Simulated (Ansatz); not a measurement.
## 2H-NbTe2 monolayer in a perpendicular field

What dipole does a perpendicular field induce in the 2H-NbTe2 monolayer? A positive field points along +c.

Method: plane-wave DFT, PBE-D3(BJ), Ansatz PAW (set soft_1); PAW set soft_1, in Ansatz 0.2.0.

This is a report of a sequence of runs, with most program output left out.

## Step 1: Set-up

The cell holds 3 atoms: 2 Te and 1 Nb. Its edges and angles: a = 3.901 Å, b = 3.901 Å, c = 38.177 Å, α = 90.0°, β = 90.0°, γ = 120.0°. Vacuum lies along c.

Structure file:

```cif
data_structure
_symmetry_space_group_name_H-M 'P 1'
_symmetry_Int_Tables_number 1
_cell_length_a 3.9009
_cell_length_b 3.9009
_cell_length_c 38.1772
_cell_angle_alpha 90.000
_cell_angle_beta 90.000
_cell_angle_gamma 120.000
_cell_volume 503.10
loop_
_atom_site_label
_atom_site_type_symbol
_atom_site_fract_x
_atom_site_fract_y
_atom_site_fract_z
_atom_site_occupancy
Te1 Te 0.33333 0.66667 0.45315 1
Nb2 Nb 0.00000 0.00000 0.50000 1
Te3 Te 0.33333 0.66667 0.54685 1
```

## Step 2: Relaxing the slab

The starting cell is a guess, so the in-plane lattice and the atoms are relaxed first, with the slab cut off from its images along the normal.

The input, input.yaml:

```yaml
crystal:
  lattice:
    - [3.900864, 0.0, 0.0]
    - [-1.950432, 3.3782473207, 0.0]
    - [0.0, 0.0, 38.1772220229]
  atoms:
    - { symbol: Te, position: [0.3333333333, 0.6666666667, 0.4531497863] }
    - { symbol: Nb, position: [0.0, 0.0, 0.5], spin: 1.0 }
    - { symbol: Te, position: [0.3333333333, 0.6666666667, 0.5468502137] }
  periodic: [true, true, false]
magnetization:
  spin_polarized: true
kpoints:
  mp_grid: { grid: [12, 12, 1] }
hamiltonian:
  xc: pbe
  dispersion: d3bj
  pseudopotentials: { kind: paw, azcp: { folder: soft_1 } }
scf:
  occupations: { method: fermi_dirac, width: 0.05 }
  convergence: { dr2_threshold: 1.0e-09 }
relax:
  f_tol: 0.004
  max_steps: 90
  cell: {}
output:
  write_potential: true
  write_density: true
  volumetric_format: npy
```

Run with:

```sh
> ansatz run input.yaml --threads 2 --pin off --max-ram 3072MiB --backend cpu --events-out ev --progress --plain --runs-dir out
```

Wall time 3.9 min (2 threads of Intel Xeon Platinum 8375C at 2.90GHz (Ice Lake), shared host); peak memory 1.1 GiB; 7.6 min of CPU time.

Step by step:

```
step  energy less that of the first step (eV)  largest force component (eV/Å)  volume (Å³)
   1                                   0.0000                          0.2384       503.10
   2                                  -0.2668                          0.1553       455.28
   3                                  -0.2724                          0.4317       425.21
   4                                  -0.2959                          0.0453       428.08
   5                                  -0.2979                          0.0803       437.45
   6                                  -0.2990                          0.0012       435.18
  7*                                  -0.2974                          0.0016       435.18
   8                                  -0.2975                          0.0001       434.56
  9*                                  -0.2975                          0.0001       434.56
```

Relaxation steps marked * repeat the geometry before them on a plane-wave basis chosen anew for their cell, so energy and pressure can jump there.

The run keeps the 12 symmetry operations that it works with, so distortions that break them were not tested.

```
cell as run  before  after  change
      a (Å)   3.901  3.625  -7.1 %
      b (Å)   3.901  3.625  -7.1 %
```

The atoms that moved most (Å, along periodic axes as changes of fractional coordinates times the final cell, across vacuum about the mean position):

```
atom     dx     dy      dz  length
 Te1  0.000  0.000  -0.075   0.075
 Te3  0.000  0.000   0.075   0.075
```

Final coordinates:

```xyz
3
Lattice="3.6254 0.0000 0.0000 -1.8127 3.1397 0.0000 0.0000 0.0000 38.1772" Properties=species:S:1:pos:R:3
Te    0.0000    2.0931   17.2253
Nb    0.0000    0.0000   19.0886
Te    0.0000    2.0931   20.9519
```

This step gave:

| Quantity | Value |
| --- | --- |
| energy at zero smearing | -18514.8548 eV |
| total moment | 0.5596 μB |
| site moments | 0.01460, 0.3335, 0.01460 μB |

Site moment by atom:

```
atom  site moment (μB)
 Te1             0.015
 Nb2             0.333
 Te3             0.015
```

The lattice constant a goes from 3.901 to 3.625 Å.

## Step 3: Single point, field 0

A sawtooth potential applies the field, turning back in the middle of the vacuum. With the dipole correction the typed value is the field outside the slab. The induced dipole is small, so the SCF threshold is tight.

The cell differs from the one that the last finished run ended in (c 38.177 → 21.727 Å).

The input, input.yaml:

```yaml
crystal:
  lattice:
    - [3.6254296288, 0.0, 0.0]
    - [-1.8127148144, 3.1397141582, 0.0]
    - [0.0, 0.0, 21.7266490006]
  atoms:
    - { symbol: Te, position: [0.3333333333, 0.6666666667, 0.414237833], spin: 0.01 }
    - { symbol: Nb, position: [0.0, 0.0, 0.5], spin: 0.33 }
    - { symbol: Te, position: [0.3333333333, 0.6666666667, 0.585762167], spin: 0.01 }
magnetization:
  spin_polarized: true
kpoints:
  mp_grid: { grid: [12, 12, 1] }
  band_path:
    path: [[0, 0, 0], [0.5, 0, 0], [0.33333333, 0.33333333, 0], [0, 0, 0]]
    npoints: 16
hamiltonian:
  xc: pbe
  dispersion: d3bj
  pseudopotentials: { kind: paw, azcp: { folder: soft_1 } }
scf:
  occupations: { method: fermi_dirac, width: 0.02585 }
  convergence: { dr2_threshold: 1.0e-10 }
efield:
  axis: 3
  dipole_correction: true
  ramp_position: 0.97
  ramp_width: 0.06
  amplitude: 0
output:
  dos: { projected: true, e_range: [-6, 5] }
  write_potential: true
  write_density: true
  volumetric_format: npy
  elf: true
```

Run time: 26 s. Hardware: 2 threads; peak memory 0.77 GiB.

This step gave:

| Property | Result |
| --- | --- |
| energy at zero smearing | -18514.8583 eV |
| total moment | 0.6990 μB |
| site moments | 0.01889, 0.4146, 0.01889 μB |
| work function, upper face | 4.981 eV |
| dipole along the normal | 6.09e-8 e·Å |

Running mean over a fixed 2.8 Å (it still follows the layers) of the planar mean; the ramp of the sawtooth is left out. The electron's electrostatic potential energy less the Fermi level by z:

```
z (Å)  electron's electrostatic potential energy less the Fermi level (eV)
  3.0                                                                 4.98
  3.5                                                                 4.98
  4.0                                                                 4.98
  4.5                                                                 4.98
  5.0                                                                 4.98
  5.5                                                                 4.96
  6.0                                                                 4.89
  6.5                                                                 4.63
  7.0                                                                 3.56
  7.5                                                                 1.62
  8.0                                                               -0.340
  8.5                                                                -2.27
  9.0                                                                -4.05
  9.5                                                                -6.52
 10.0                                                                -7.85
 10.5                                                                -7.77
 11.0                                                                -7.69
 11.5                                                                -7.89
 12.0                                                                -7.38
 12.5                                                                -5.15
 13.0                                                                -2.99
 13.5                                                                -1.29
 14.0                                                                0.758
 14.5                                                                 2.70
 15.0                                                                 4.31
 15.5                                                                 4.82
 16.0                                                                 4.94
 16.5                                                                 4.97
 17.0                                                                 4.98
 17.5                                                                 4.98
 18.0                                                                 4.98
 18.5                                                                 4.98
```

The density of states has structure finer than the step of the table below, so its rows give means over 0.2 eV, whole bins alone (the curve runs from -6 to 1.99 eV). Peaks (eV: height): total -4.07: 5.14, -4.02: 5.98, -3.02: 7.01, -2.86: 6.07, -1.42: 5.16, -1.34: 6.09, -0.76: 4.67; up -4.07: 3.96, -4.02: 4.05, -3.08: 3.61, -3.02: 5.57, -1.42: 4.10, -0.13: 3.28, 1.80: 3.20; down -3.96: 2.61, -2.86: 5.54, -1.34: 3.96, -0.76: 3.20, -0.57: 2.57, 0.15: 2.53, 0.34: 3.39.

Table of density of states by energy, zero at the Fermi level; means over each step; values in states/eV a cell:

```
energy (eV)    total      up     down
       -5.2        0       0        0
       -5.0   0.0874  0.0874        0
       -4.8    0.767   0.498    0.269
       -4.6     1.25   0.754    0.493
       -4.4     1.84    1.04    0.798
       -4.2     2.45    1.22     1.23
       -4.0     4.60    2.67     1.93
       -3.8     2.90    1.02     1.89
       -3.6     1.13   0.461    0.668
       -3.4     1.09   0.628    0.457
       -3.2     2.40    1.75    0.655
       -3.0     4.59    2.43     2.16
       -2.8     2.40   0.555     1.85
       -2.6     2.26    1.30    0.955
       -2.4     2.63    1.36     1.27
       -2.2     2.67    1.35     1.32
       -2.0     2.93    1.59     1.34
       -1.8     2.88    1.30     1.58
       -1.6     2.14    1.04     1.10
       -1.4     4.10    2.33     1.77
       -1.2     3.98    2.17     1.81
       -1.0     3.90    2.10     1.81
       -0.8     3.43    1.42     2.01
       -0.6     2.44   0.953     1.49
       -0.4     2.40    1.47    0.939
       -0.2     3.00    2.50    0.500
        0.0     2.17    1.01     1.16
        0.2     2.41   0.369     2.04
        0.4     1.24  5.4e-4     1.24
        0.6    0.381       0    0.381
        0.8  0.00398       0  0.00398
        1.0        0       0        0
        1.2        0       0        0
        1.4        0       0        0
        1.6    0.851   0.851        0
        1.8     2.65    2.61   0.0367
```

Projected DOS per atom over height of the atomic layer and energy from the Fermi level. Layers: Te Nb Te from below.

Values in states/eV, 22 rows by 3 columns, each cell a mean:
```
0.36 1.69 0.36
0.03 0.13 0.03
0.00 0.00 0.00
0.01 0.11 0.01
0.16 0.99 0.16
0.39 1.66 0.39
0.59 1.35 0.59
0.93 1.11 0.93
1.25 1.32 1.25
1.12 1.07 1.12
0.85 1.11 0.85
0.85 0.97 0.85
0.81 0.60 0.81
1.26 1.08 1.26
0.68 0.51 0.68
0.56 0.43 0.56
1.33 1.11 1.33
0.66 0.59 0.66
0.33 0.27 0.33
0.01 0.01 0.01
0.00 0.00 0.00
0.00 0.00 0.00
```
Columns: height of the atomic layer (Å) from 9 to 12.7; rows upwards: energy from the Fermi level (eV) from -5.96 to 1.96.

Projected DOS per atom, spin up over height of the atomic layer and energy from the Fermi level. Layers: Te Nb Te from below.

Values in states/eV, 22 rows by 3 columns, each cell a mean:
```
0.31 1.51 0.31
0.03 0.13 0.03
0.00 0.00 0.00
0.00 0.00 0.00
0.01 0.06 0.01
0.20 0.78 0.20
0.34 1.01 0.34
0.38 0.48 0.38
0.63 0.81 0.63
0.60 0.60 0.60
0.40 0.55 0.40
0.43 0.53 0.43
0.44 0.34 0.44
0.51 0.49 0.51
0.46 0.37 0.46
0.21 0.14 0.21
0.66 0.59 0.66
0.36 0.35 0.36
0.20 0.17 0.20
0.01 0.01 0.01
0.00 0.00 0.00
0.00 0.00 0.00
```
Columns: height of the atomic layer (Å) from 9 to 12.7; rows upwards: energy from the Fermi level (eV) from -5.96 to 1.96.

Projected DOS per atom, spin down over height of the atomic layer and energy from the Fermi level. Layers: Te Nb Te from below.

Ten even steps from '0' (0.00 states/eV) to '9' (0.93 states/eV), each cell a mean:
```
010
000
000
010
191
292
232
565
656
555
464
444
424
868
212
333
757
323
101
000
000
000
```
Columns: height of the atomic layer (Å) from 9 to 12.7; rows upwards: energy from the Fermi level (eV) from -5.96 to 1.96.

Deep bands are left out, so band numbers here count from the lowest band kept and differ from the log's. The electronic bands at the labelled points (eV, zero at the Fermi level; # counts the bands kept):

```
  point  up #4  up #5  up #6  up #7  down #4  down #5  down #6  down #7
      Γ  -1.35  -0.41  -0.41  -0.12    -1.05    -0.25    -0.25     0.35
halfway  -1.28  -1.08  -0.77  -0.48    -1.15    -1.03    -0.54    -0.02
      M  -1.90  -1.45  -0.57  -0.22    -1.78    -1.36    -0.16    -0.16
halfway  -2.34  -1.93  -1.43   0.04    -2.25    -1.80    -1.34     0.42
      K  -2.74  -2.65  -1.53   0.30    -2.61    -2.58    -1.43     0.71
halfway  -2.14  -1.25  -0.72  -0.27    -2.03    -1.03    -0.65     0.14
      Γ  -1.35  -0.41  -0.41  -0.12    -1.05    -0.25    -0.25     0.35
```

Site moment by atom:

```
atom  site moment (μB)
 Te1             0.019
 Nb2             0.415
 Te3             0.019
```

Spin density in the ca plane at fractional y = 0.667, with atoms of Te within 0.2 Å of it.

Values in units of 1e-2 e/Å³, 5 rows by 16 columns, each cell a mean:
```
 0.0  0.0  0.0  0.0  0.0  0.0  0.0  0.2  1.6  3.7  0.4  0.0  0.0  0.0  0.0  0.0
 0.0  0.0  0.0  0.0  0.0  0.0  0.1  0.2  1.3  2.6  0.3  0.1  0.1  0.0  0.0  0.0
 0.0  0.0  0.0  0.0  0.0  0.1  0.5  0.1  0.2  0.5  0.0  0.4  0.3  0.0  0.0  0.0
 0.0  0.0  0.0  0.0  0.0  0.2  0.6  0.2 -0.1  0.1 -0.1  0.4  0.4  0.0  0.0  0.0
 0.0  0.0  0.0  0.0  0.0  0.1  0.3  0.1  0.9  1.7  0.2  0.2  0.2  0.0  0.0  0.0
```
Columns run along c (16.0 Å, from fractional 0.09 to 0.83 of the cell), rows up along a (3.6 Å). Atoms in or near the plane, at fractional coordinates: Te at (0.41, 0.33), Te at (0.59, 0.33).

ELF of down spins in the ca plane at fractional y = 0.667, with atoms of Te within 0.2 Å of it. It is the smooth field of the valence electrons, not physical close to the nuclei.

Ten even steps from '0' (0.00) to '9' (0.84), each cell a mean:
```
00000000000000001234443211124544321000000000
00000000000000000112332122112332100000000000
00000000000000023556665211136666543100000000
00000000000001468875567521366556787531000000
00000000000014799852135632564213699853100000
00000000000025899730014543553001589974100000
00000000000024799731024643563101589963100000
00000000000013589864346632475435799742000000
00000000000000246776676411257666775310000000
```
Columns run along c (16.0 Å, from fractional 0.09 to 0.83 of the cell), rows up along a (3.6 Å). Atoms in or near the plane, at fractional coordinates: Te at (0.41, 0.33), Te at (0.59, 0.33).

Valence density in the ca plane at fractional y = 0.667, with atoms of Te within 0.2 Å of it. It is the smooth field of the valence electrons, not physical close to the nuclei.

Ten steps, logarithmic in the rise over the least value, from '0' (0 e/Å³) to '9' (15 e/Å³), each cell a mean:
```
00000000000000000011111222211111000000000000
00000000000000000001111222211111000000000000
00000000000000000112222222222221100000000000
00000000000000001234432211123343210000000000
00000000000000001357763211224786421000000000
00000000000000002379984211235998521000000000
00000000000000001368974211235898521000000000
00000000000000001245643211223565321000000000
00000000000000000122322222222232210000000000
```
Columns run along c (16.0 Å, from fractional 0.09 to 0.83 of the cell), rows up along a (3.6 Å). Atoms in or near the plane, at fractional coordinates: Te at (0.41, 0.33), Te at (0.59, 0.33).

The work function of the upper face is 4.98 eV.

## Step 4: Single point, field 0.1 V/Å

Edit input.yaml of step 3 so:

```diff
@@ -26,7 +26,6 @@
   dipole_correction: true
-  ramp_position: 0.97
-  ramp_width: 0.06
-  amplitude: 0
+  ramp_position: 0.931
+  ramp_width: 0.1381
+  amplitude: 0.1
 output:
-  dos: { projected: true, e_range: [-6, 5] }
   write_potential: true
@@ -34,2 +33 @@
   volumetric_format: npy
-  elf: true
```

It took 25 s on 2 threads; peak memory 0.77 GiB; 49 s of CPU time.

The dipole is 0.0405 e·Å.

## Step 5: Atoms held, field -0.1 V/Å

Edit input.yaml of step 4 so:

```diff
@@ -28,3 +28,3 @@
   ramp_width: 0.1381
-  amplitude: 0.1
+  amplitude: -0.1
 output:
```

It took 25 s on 2 threads; peak memory 0.77 GiB.

The dipole is -0.0405 e·Å.

## Step 6: Response, atoms held

This step: plane-wave DFT, PBE-D3(BJ), Ansatz PAW (set soft_1); response to a field along the normal, atoms held; PAW set soft_1 (Ansatz 0.2.0).

The dipoles give the slope, and the difference of two potentials shows where the field is screened.

Numbers from this step:

| Property | Result |
| --- | --- |
| equivalent conductor thickness p/(ε₀AE) | 6.432 Å |
| distance between the outer atoms | 3.727 Å |

Table of dipole of the cell by applied field:

```
applied field (V/Å)  dipole of the cell (e·Å)
            -0.1000                   -0.0405
             0.0000                    6.1e-8
             0.1000                    0.0405
```

The total moment stays at 0.699 μB for applied field from -0.1 to 0.1 V/Å.

Local field over the applied field, running mean. From the potentials at -0.1 and 0.1 V/Å; running mean over 2.5 Å. The local field over applied field by z:

z (Å), local field over applied field and a bar:
```
     4.06      0.999 ##############################
     4.49      0.997 ##############################
     4.78      0.994 ##############################
     5.21      0.986 ##############################
     5.50      0.975 #############################
     5.94      0.944 ############################
     6.23      0.908 ###########################
     6.66      0.817 ########################
     6.95      0.732 ######################
     7.39      0.586 #################
     7.68      0.485 ##############
     8.11      0.335 ##########
     8.40      0.240 #######
     8.84      0.122 ###
     9.27      0.055 #
     9.56      0.039 #
     9.99      0.032 
    10.28      0.028 
    10.72      0.021 
    11.01      0.021 
    11.44      0.028 
    11.73      0.032 
    12.17      0.039 #
    12.46      0.055 #
    12.89      0.122 ###
    13.33      0.240 #######
    13.62      0.335 ##########
    14.05      0.485 ##############
    14.34      0.586 #################
    14.77      0.732 ######################
    15.06      0.817 ########################
    15.50      0.908 ###########################
    15.79      0.944 ############################
    16.22      0.975 #############################
    16.51      0.986 ##############################
    16.95      0.994 ##############################
    17.24      0.997 ##############################
    17.67      0.999 ##############################
```

Electrons, planar mean, per unit field. Induced electron density against z:

```
z (Å)  induced electron density (e/Å³ per V/Å)
  4.5                                   1.4e-5
  5.0                                   4.2e-5
  5.5                                   1.2e-4
  6.0                                   3.1e-4
  6.5                                   7.7e-4
  7.0                                  0.00176
  7.5                                  0.00316
  8.0                                  0.00311
  8.5                                   8.5e-4
  9.0                                   6.6e-4
  9.5                                   5.8e-4
 10.0                                  -4.5e-4
 10.5                                  -8.2e-4
 11.0                                   3.2e-4
 11.5                                   9.6e-4
 12.0                                  -4.0e-4
 12.5                                  -5.3e-4
 13.0                                  -6.7e-4
 13.5                                 -0.00201
 14.0                                 -0.00350
 14.5                                 -0.00240
 15.0                                 -0.00114
 15.5                                  -4.7e-4
 16.0                                  -1.8e-4
 16.5                                  -6.6e-5
 17.0                                  -2.3e-5
 17.5                                  -7.8e-6
```

By hand: between -0.1 and 0.1 V/Å the dipole changes by 0.08093 e·Å, a slope of 0.4046 e·Å²/V. A perfect conductor of thickness t has p = ε₀AEt, so t = 180.95 × 0.4046 / 11.383 = 6.43 Å (e/ε₀ = 180.95 V·Å, A in Å²).

The induced dipole is that of a conductor 6.43 Å thick.

## Step 7: What came out

| Quantity | Value |
| --- | --- |
| gap without field | none |
| work function, upper face | 4.98 eV |
| equivalent conductor thickness, atoms held | 6.43 Å |

In words: The induced dipole equals that of a perfect conductor 6.43 Å thick, while the outer atoms lie 3.73 Å apart. There is no gap over 0.03 eV, with or without the field. For an open d or f shell that can be the fault of a semilocal functional without a Hubbard term. The magnetic order is the one reached from the typed start; other orders were not compared. Spin-orbit coupling is left out, which matters for the bands of elements this heavy.

[Logs are printed without paths, hosts, clocks, repeated set-up lines and the standing remarks that a program may print on its own settings, such as how far it seeks lower states.]

[Hosts, paths, dates, database ids (printed as entryN), source tags and the programs' standing remarks are cut or masked in the printed files.]

[Maps of the electrostatic potential energy from Ansatz leave out the sawtooth potential of an applied field or a dipole correction, so their vacuum need not be flat; planar profiles and work functions include it.]
